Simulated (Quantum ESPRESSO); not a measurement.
# Dielectric function and optical constants of GaN, part 2 of 3

Aim: the dielectric function of GaN, and the optical constants that follow from it. The cell comes from an older database entry, whose edges can differ from later determinations, mostly by under a per cent.

Quantum ESPRESSO 7.5; DFT, PBE, plane waves with norm-conserving potentials (PseudoDojo), scalar-relativistic, independent-particle optical response without local fields and without the non-local commutator.

So far. Step 2 (Ground state): There is a gap, 2.01 eV on this mesh (points off the mesh can give less), so no carriers' term is needed.

The database entry behind the starting cell differs from later determinations by our own check (about 0.3 % short, ideal inner coordinate), so it need not match the best structure at ambient conditions.

## 3. Ground state with the final occupations

Level of this step: DFT, PBE, plane waves with norm-conserving potentials (PseudoDojo), scalar-relativistic, ground state (Quantum ESPRESSO).

With the gap or the metal settled, the ground state is repeated with the fitting occupations, and the later steps take its density.

File scf.in:

```
&control
  calculation = 'scf'
  prefix = 'x'
  outdir = './tmp'
  pseudo_dir = './'
  verbosity = 'high'
/
&system
  ibrav = 0
  nat = 4
  ntyp = 2
  ecutwfc = 90
  occupations = 'fixed'
/
&electrons
  conv_thr = 1e-09
  electron_maxstep = 100
/
ATOMIC_SPECIES
  Ga 1.0 Ga.upf
  N 1.0 N.upf
CELL_PARAMETERS angstrom
  3.179999999980 0.000000000000 0.000000000000
  -1.589999999990 2.753960784017 0.000000000000
  0.000000000000 0.000000000000 5.166000000000
ATOMIC_POSITIONS crystal
  Ga 0.666666666667 0.333333333333 0.500000000000
  Ga 0.333333333333 0.666666666667 0.000000000000
  N 0.666666666667 0.333333333333 0.875000000000
  N 0.333333333333 0.666666666667 0.375000000000
K_POINTS automatic
  8 8 5 0 0 0
```

The run is started by

```console
$ mpirun -n 4 pw.x -nk 4 -in scf.in
```

The program printed:

```text
[banner, memory and clock lines left out]

     using ibrav=0 with symmetry is DISCOURAGED, use correct ibrav instead

     G-vector sticks info

     bravais-lattice index     =            0
     lattice parameter (alat)  =       6.0093  a.u.
     unit-cell volume          =     305.3064 (a.u.)^3
     number of atoms/cell      =            4
     number of atomic types    =            2
     number of electrons       =        36.00
     number of Kohn-Sham states=           18
     kinetic-energy cutoff     =      90.0000  Ry
     charge density cutoff     =     360.0000  Ry
     scf convergence threshold =      1.0E-09
     mixing beta               =       0.7000
     number of iterations used =            8  plain     mixing
     Exchange-correlation= PBE
                           (   1   4   3   4   0   0   0)

     celldm(1)=   6.009329  celldm(2)=   0.000000  celldm(3)=   0.000000
     celldm(4)=   0.000000  celldm(5)=   0.000000  celldm(6)=   0.000000

     crystal axes: (cart. coord. in units of alat)
               a(1) = (   1.000000   0.000000   0.000000 )
               a(2) = (  -0.500000   0.866025   0.000000 )
               a(3) = (   0.000000   0.000000   1.624528 )

     reciprocal axes: (cart. coord. in units 2 pi/alat)
               b(1) = (  1.000000  0.577350 -0.000000 )
               b(2) = (  0.000000  1.154701  0.000000 )
               b(3) = (  0.000000 -0.000000  0.615563 )

     ./Ga.upf
     Pseudo is Norm-conserving + core correction, Zval = 13.0
     Generated using ONCVPSP code by D. R. Hamann
     Using radial grid of 1902 points,  6 beta functions with:
                l(1) =   0
                l(2) =   0
                l(3) =   1
                l(4) =   1
                l(5) =   2
                l(6) =   2

     ./N.upf
     Pseudo is Norm-conserving + core correction, Zval =  5.0
     Generated using ONCVPSP code by D. R. Hamann
     Using radial grid of 1058 points,  4 beta functions with:
                l(1) =   0
                l(2) =   0
                l(3) =   1
                l(4) =   1

     atomic species   valence    mass     pseudopotential
     Ga               13.00     1.00000     Ga( 1.00)
     N                 5.00     1.00000     N ( 1.00)

     12 Sym. Ops. (no inversion) found ( 6 have fractional translation)

                                    s                        frac. trans.

     [... symmetry matrices left out ...]
   Cartesian axes

     site n.     atom                  positions (alat units)
         1        Ga     tau(   1) = (   0.5000000   0.2886751   0.8122642  )
         2        Ga     tau(   2) = (  -0.0000000   0.5773503   0.0000000  )
         3        N      tau(   3) = (   0.5000000   0.2886751   1.4214623  )
         4        N      tau(   4) = (  -0.0000000   0.5773503   0.6091981  )

   Crystallographic axes

     site n.     atom                  positions (cryst. coord.)
         1        Ga     tau(   1) = (  0.6666667  0.3333333  0.5000000  )
         2        Ga     tau(   2) = (  0.3333333  0.6666667  0.0000000  )
         3        N      tau(   3) = (  0.6666667  0.3333333  0.8750000  )
         4        N      tau(   4) = (  0.3333333  0.6666667  0.3750000  )

     number of k points=    30
                       cart. coord. in units 2pi/alat
        k(    1) = (   0.0000000   0.0000000   0.0000000), wk =   0.0062500
        k(    2) = (   0.0000000   0.0000000   0.1231127), wk =   0.0125000
        k(    3) = (   0.0000000   0.0000000   0.2462253), wk =   0.0125000
        k(    4) = (   0.0000000   0.1443376   0.0000000), wk =   0.0375000
        k(    5) = (   0.0000000   0.1443376   0.1231127), wk =   0.0750000
        k(    6) = (   0.0000000   0.1443376   0.2462253), wk =   0.0750000
        k(    7) = (   0.0000000   0.2886751   0.0000000), wk =   0.0375000
        k(    8) = (   0.0000000   0.2886751   0.1231127), wk =   0.0750000
        k(    9) = (   0.0000000   0.2886751   0.2462253), wk =   0.0750000
        k(   10) = (   0.0000000   0.4330127   0.0000000), wk =   0.0375000
        k(   11) = (   0.0000000   0.4330127   0.1231127), wk =   0.0750000
        k(   12) = (   0.0000000   0.4330127   0.2462253), wk =   0.0750000
        k(   13) = (   0.0000000  -0.5773503   0.0000000), wk =   0.0187500
        k(   14) = (   0.0000000  -0.5773503   0.1231127), wk =   0.0375000
        k(   15) = (   0.0000000  -0.5773503   0.2462253), wk =   0.0375000
        k(   16) = (   0.1250000   0.2165064   0.0000000), wk =   0.0375000
[...]
cryst. coord.
[...]
k(   23) = (   0.1250000   0.3750000   0.2000000), wk =   0.1500000
        k(   24) = (   0.1250000   0.3750000   0.4000000), wk =   0.1500000
        k(   25) = (   0.2500000   0.2500000   0.0000000), wk =   0.0375000
        k(   26) = (   0.2500000   0.2500000   0.2000000), wk =   0.0750000
        k(   27) = (   0.2500000   0.2500000   0.4000000), wk =   0.0750000
        k(   28) = (   0.2500000   0.3750000   0.0000000), wk =   0.0375000
        k(   29) = (   0.2500000   0.3750000   0.2000000), wk =   0.0750000
        k(   30) = (   0.2500000   0.3750000   0.4000000), wk =   0.0750000

     Dense  grid:    35171 G-vectors     FFT dimensions: (  40,  40,  60)

     Initial potential from superposition of free atoms

     starting charge      35.9946, renormalised to      36.0000
     Starting wfcs are   26 randomized atomic wfcs

     Self-consistent Calculation

     iteration #  1     ecut=    90.00 Ry     beta= 0.70
     Davidson diagonalization with overlap

            63 MiB given to the printing process from OS
            34 MiB allocation reported by mallinfo(arena+hblkhd)
------------------
     ethr =  1.00E-02,  avg # of iterations =  2.0

     total energy              =    -347.03985791 Ry
     estimated scf accuracy    <       1.04371253 Ry

     iteration #  2     ecut=    90.00 Ry     beta= 0.70
     Davidson diagonalization with overlap

            78 MiB given to the printing process from OS
            48 MiB allocation reported by mallinfo(arena+hblkhd)
------------------
     ethr =  2.90E-03,  avg # of iterations =  3.0

     total energy              =    -347.38398870 Ry
     estimated scf accuracy    <       0.85815216 Ry

     iteration #  3     ecut=    90.00 Ry     beta= 0.70
     Davidson diagonalization with overlap

            79 MiB given to the printing process from OS
            50 MiB allocation reported by mallinfo(arena+hblkhd)
------------------
     ethr =  2.38E-03,  avg # of iterations =  2.0

     total energy              =    -347.49107082 Ry
[...]
55 MiB allocation reported by mallinfo(arena+hblkhd)
------------------
     ethr =  3.86E-05,  avg # of iterations =  1.0

     total energy              =    -347.52027066 Ry
     estimated scf accuracy    <       0.00903074 Ry

     iteration #  9     ecut=    90.00 Ry     beta= 0.70
     Davidson diagonalization with overlap

            85 MiB given to the printing process from OS
            56 MiB allocation reported by mallinfo(arena+hblkhd)
------------------
     ethr =  2.51E-05,  avg # of iterations =  1.1

     total energy              =    -347.52010429 Ry
     estimated scf accuracy    <       0.00495305 Ry

     iteration # 10     ecut=    90.00 Ry     beta= 0.70
     Davidson diagonalization with overlap

            87 MiB given to the printing process from OS
            57 MiB allocation reported by mallinfo(arena+hblkhd)
------------------
     ethr =  1.38E-05,  avg # of iterations =  1.8

     total energy              =    -347.51989203 Ry
     estimated scf accuracy    <       0.00347966 Ry

     iteration # 11     ecut=    90.00 Ry     beta= 0.70
     Davidson diagonalization with overlap

            87 MiB given to the printing process from OS
            57 MiB allocation reported by mallinfo(arena+hblkhd)
------------------
     ethr =  9.67E-06,  avg # of iterations =  1.5

     total energy              =    -347.51988500 Ry
     estimated scf accuracy    <       0.00214695 Ry

     iteration # 12     ecut=    90.00 Ry     beta= 0.70
     Davidson diagonalization with overlap

            87 MiB given to the printing process from OS
            57 MiB allocation reported by mallinfo(arena+hblkhd)
------------------
     ethr =  5.96E-06,  avg # of iterations =  1.4

     total energy              =    -347.51983911 Ry
     estimated scf accuracy    <       0.00173943 Ry

     iteration # 13     ecut=    90.00 Ry     beta= 0.70
     Davidson diagonalization with overlap

            87 MiB given to the printing process from OS
            57 MiB allocation reported by mallinfo(arena+hblkhd)
------------------
     ethr =  4.83E-06,  avg # of iterations =  1.1

     total energy              =    -347.52011669 Ry
     estimated scf accuracy    <       0.00131710 Ry

     iteration # 14     ecut=    90.00 Ry     beta= 0.70
     Davidson diagonalization with overlap

            87 MiB given to the printing process from OS
            57 MiB allocation reported by mallinfo(arena+hblkhd)
------------------
     ethr =  3.66E-06,  avg # of iterations =  1.0

     total energy              =    -347.51929677 Ry
     estimated scf accuracy    <       0.00177932 Ry

     iteration # 15     ecut=    90.00 Ry     beta= 0.70
     Davidson diagonalization with overlap

            87 MiB given to the printing process from OS
            57 MiB allocation reported by mallinfo(arena+hblkhd)
------------------
     ethr =  3.66E-06,  avg # of iterations =  3.7

     total energy              =    -347.51955678 Ry
     estimated scf accuracy    <       0.00004160 Ry

     iteration # 16     ecut=    90.00 Ry     beta= 0.70
     Davidson diagonalization with overlap

            87 MiB given to the printing process from OS
            57 MiB allocation reported by mallinfo(arena+hblkhd)
------------------
     ethr =  1.16E-07,  avg # of iterations =  4.0

     total energy              =    -347.51958068 Ry
     estimated scf accuracy    <       0.00000488 Ry

     iteration # 17     ecut=    90.00 Ry     beta= 0.70
     Davidson diagonalization with overlap

            87 MiB given to the printing process from OS
            57 MiB allocation reported by mallinfo(arena+hblkhd)
------------------
     ethr =  1.35E-08,  avg # of iterations =  4.5

     total energy              =    -347.51957901 Ry
     estimated scf accuracy    <       0.00001206 Ry

     iteration # 18     ecut=    90.00 Ry     beta= 0.70
     Davidson diagonalization with overlap

            88 MiB given to the printing process from OS
            58 MiB allocation reported by mallinfo(arena+hblkhd)
------------------
     ethr =  1.35E-08,  avg # of iterations =  2.0

     total energy              =    -347.51957821 Ry
     estimated scf accuracy    <       0.00000436 Ry

     iteration # 19     ecut=    90.00 Ry     beta= 0.70
     Davidson diagonalization with overlap

            88 MiB given to the printing process from OS
            58 MiB allocation reported by mallinfo(arena+hblkhd)
------------------
     ethr =  1.21E-08,  avg # of iterations =  2.0

     total energy              =    -347.51957837 Ry
     estimated scf accuracy    <       0.00000098 Ry

     iteration # 20     ecut=    90.00 Ry     beta= 0.70
     Davidson diagonalization with overlap

            88 MiB given to the printing process from OS
            58 MiB allocation reported by mallinfo(arena+hblkhd)
------------------
     ethr =  2.73E-09,  avg # of iterations =  3.1

     total energy              =    -347.51957841 Ry
     estimated scf accuracy    <       0.00000031 Ry

     iteration # 21     ecut=    90.00 Ry     beta= 0.70
     Davidson diagonalization with overlap

            88 MiB given to the printing process from OS
            58 MiB allocation reported by mallinfo(arena+hblkhd)
------------------
     ethr =  8.51E-10,  avg # of iterations =  2.3

     total energy              =    -347.51957838 Ry
     estimated scf accuracy    <       0.00000016 Ry

     iteration # 22     ecut=    90.00 Ry     beta= 0.70
     Davidson diagonalization with overlap

            88 MiB given to the printing process from OS
            58 MiB allocation reported by mallinfo(arena+hblkhd)
------------------
     ethr =  4.34E-10,  avg # of iterations =  2.1

     total energy              =    -347.51957838 Ry
     estimated scf accuracy    <       0.00000003 Ry

     iteration # 23     ecut=    90.00 Ry     beta= 0.70
     Davidson diagonalization with overlap

            88 MiB given to the printing process from OS
            58 MiB allocation reported by mallinfo(arena+hblkhd)
------------------
     ethr =  9.26E-11,  avg # of iterations =  3.4

     End of self-consistent calculation

          k = 0.0000 0.0000 0.0000 (  4367 PWs)   bands (ev):

    -5.2382  -4.3387  -2.7822  -2.7619  -2.7619  -2.6997  -2.6997  -2.5157
    -2.5157  -2.4143  -2.4143  -1.1086   3.6744   9.7448   9.7448  10.7429
    10.8031  10.8031

     occupation numbers
     1.0000   1.0000   1.0000   1.0000   1.0000   1.0000   1.0000   1.0000
     1.0000   1.0000   1.0000   1.0000   1.0000   1.0000   1.0000   1.0000
     1.0000   1.0000

          k = 0.0000 0.0000 0.1231 (  4391 PWs)   bands (ev):

    -5.1220  -4.3807  -2.7598  -2.7598  -2.7475  -2.7092  -2.7092  -2.5024
    -2.5024  -2.4207  -2.4207  -1.5063   4.3938   9.6820   9.8412   9.8412
    10.6974  10.6974

     occupation numbers
     1.0000   1.0000   1.0000   1.0000   1.0000   1.0000   1.0000   1.0000
     1.0000   1.0000   1.0000   1.0000   1.0000   1.0000   1.0000   1.0000
     1.0000   1.0000

          k = 0.0000 0.0000 0.2462 (  4392 PWs)   bands (ev):

    -4.8330  -4.5400  -2.7500  -2.7500  -2.7305  -2.7305  -2.5880  -2.4717
    -2.4717  -2.4407  -2.4407  -2.1693   6.0065   7.8861  10.0983  10.0983
    10.4253  10.4253

     occupation numbers
     1.0000   1.0000   1.0000   1.0000   1.0000   1.0000   1.0000   1.0000
     1.0000   1.0000   1.0000   1.0000   1.0000   1.0000   1.0000   1.0000
     1.0000   1.0000

     [... further k points left out ...]

     highest occupied level (ev):    10.8031

!    total energy              =    -347.51957839 Ry
     estimated scf accuracy    <          8.4E-10 Ry

     The total energy is the sum of the following terms:
     one-electron contribution =    -104.36903190 Ry
     hartree contribution      =      87.16658414 Ry
     xc contribution           =     -96.31018226 Ry
     ewald contribution        =    -234.00694837 Ry

     convergence has been achieved in  23 iterations

     XML data file, charge density, pseudopotentials, collected wavefunctions

                                        0.00s GPU  (     622 calls)
```

The job ended after 18 s (4 MPI ranks of Arm Neoverse V2, shared host; peak memory 0.09 GiB; 70 s of CPU time).

## 4. Bands on the whole mesh, 11×11×6

The response needs many more empty bands than the density does.

This step: DFT, PBE, plane waves with norm-conserving potentials (PseudoDojo), scalar-relativistic, bands at fixed density (Quantum ESPRESSO 7.5).

nscf.in, as its differences from scf.in of step 3:

```diff
@@ -1,3 +1,3 @@
 &control
-  calculation = 'scf'
+  calculation = 'nscf'
   prefix = 'x'
@@ -5,3 +5,2 @@
   pseudo_dir = './'
-  verbosity = 'high'
 /
@@ -13,2 +12,5 @@
   occupations = 'fixed'
+  nbnd = 37
+  nosym = .true.
+  noinv = .true.
 /
@@ -17,2 +19,3 @@
   electron_maxstep = 100
+  diago_full_acc = .true.
 /
@@ -31,2 +34,2 @@
 K_POINTS automatic
-  8 8 5 0 0 0
+  11 11 6 0 0 0
```

The run is started by

```console
$ mpirun -n 4 pw.x -nk 4 -in nscf.in
```

The program printed:

```text
[banner, memory and clock lines left out]

     Atomic positions and unit cell read from directory:

     G-vector sticks info

     bravais-lattice index     =            0
     lattice parameter (alat)  =       6.0093  a.u.
     unit-cell volume          =     305.3064 (a.u.)^3
     number of atoms/cell      =            4
     number of atomic types    =            2
     number of electrons       =        36.00
     number of Kohn-Sham states=           37
     kinetic-energy cutoff     =      90.0000  Ry
     charge density cutoff     =     360.0000  Ry
     Exchange-correlation= PBE
                           (   1   4   3   4   0   0   0)

     celldm(1)=   6.009329  celldm(2)=   0.000000  celldm(3)=   0.000000
     celldm(4)=   0.000000  celldm(5)=   0.000000  celldm(6)=   0.000000

     crystal axes: (cart. coord. in units of alat)
               a(1) = (   1.000000   0.000000   0.000000 )
               a(2) = (  -0.500000   0.866025   0.000000 )
               a(3) = (   0.000000   0.000000   1.624528 )

     reciprocal axes: (cart. coord. in units 2 pi/alat)
               b(1) = (  1.000000  0.577350 -0.000000 )
               b(2) = (  0.000000  1.154701  0.000000 )
               b(3) = (  0.000000 -0.000000  0.615563 )

     ./Ga.upf
     Pseudo is Norm-conserving + core correction, Zval = 13.0
     Generated using ONCVPSP code by D. R. Hamann
     Using radial grid of 1902 points,  6 beta functions with:
                l(1) =   0
                l(2) =   0
                l(3) =   1
                l(4) =   1
                l(5) =   2
                l(6) =   2

     ./N.upf
     Pseudo is Norm-conserving + core correction, Zval =  5.0
     Generated using ONCVPSP code by D. R. Hamann
     Using radial grid of 1058 points,  4 beta functions with:
                l(1) =   0
                l(2) =   0
                l(3) =   1
                l(4) =   1

     atomic species   valence    mass     pseudopotential
     Ga               13.00     1.00000     Ga( 1.00)
     N                 5.00     1.00000     N ( 1.00)

     No symmetry found

   Cartesian axes

     site n.     atom                  positions (alat units)
         1        Ga     tau(   1) = (   0.5000000   0.2886751   0.8122642  )
         2        Ga     tau(   2) = (  -0.0000000   0.5773503   0.0000000  )
         3        N      tau(   3) = (   0.5000000   0.2886751   1.4214623  )
         4        N      tau(   4) = (  -0.0000000   0.5773503   0.6091981  )

     number of k points=   726

     Number of k-points >= 100: set verbosity='high' to print them.

     Dense  grid:    35171 G-vectors     FFT dimensions: (  40,  40,  60)

     The potential is recalculated from file :

     Starting wfcs are   26 randomized atomic wfcs +   11 random wfcs

     Band Structure Calculation
     Davidson diagonalization with overlap
     c_bands:  1 eigenvalues not converged

     ethr =  2.78E-12,  avg # of iterations = 43.7

     End of band structure calculation

     Number of k-points >= 100: set verbosity='high' to print the bands.

     highest occupied, lowest unoccupied level (ev):    10.8029   12.8097

     XML data file, pseudopotentials, collected wavefunctions

                                        0.00s GPU  (    8587 calls)

[... left out ...]
overlap
     c_bands:  1 eigenvalues not converged

     ethr =  2.78E-12,  avg # of iterations = 43.7

     End of band structure calculation

     Number of k-points >= 100: set verbosity='high' to print the bands.

     highest occupied, lowest unoccupied level (ev):    10.8029   12.8097

     XML data file, pseudopotentials, collected wavefunctions

                                        0.00s GPU  (    8587 calls)
```

The job ended after 5.3 min (4 MPI ranks; peak memory 0.06 GiB).

(Part 2 of 3 ends here.)

[Machine, clock, banner and «Message from routine» lines are left out of the logs.]

[Logs are printed without paths, hosts, clocks, repeated set-up lines and the standing remarks that a program may print on its own settings, such as how far it seeks lower states.]

[Hosts, paths, dates, database ids (printed as entryN), source tags and the programs' standing remarks are cut or masked in the printed files.]
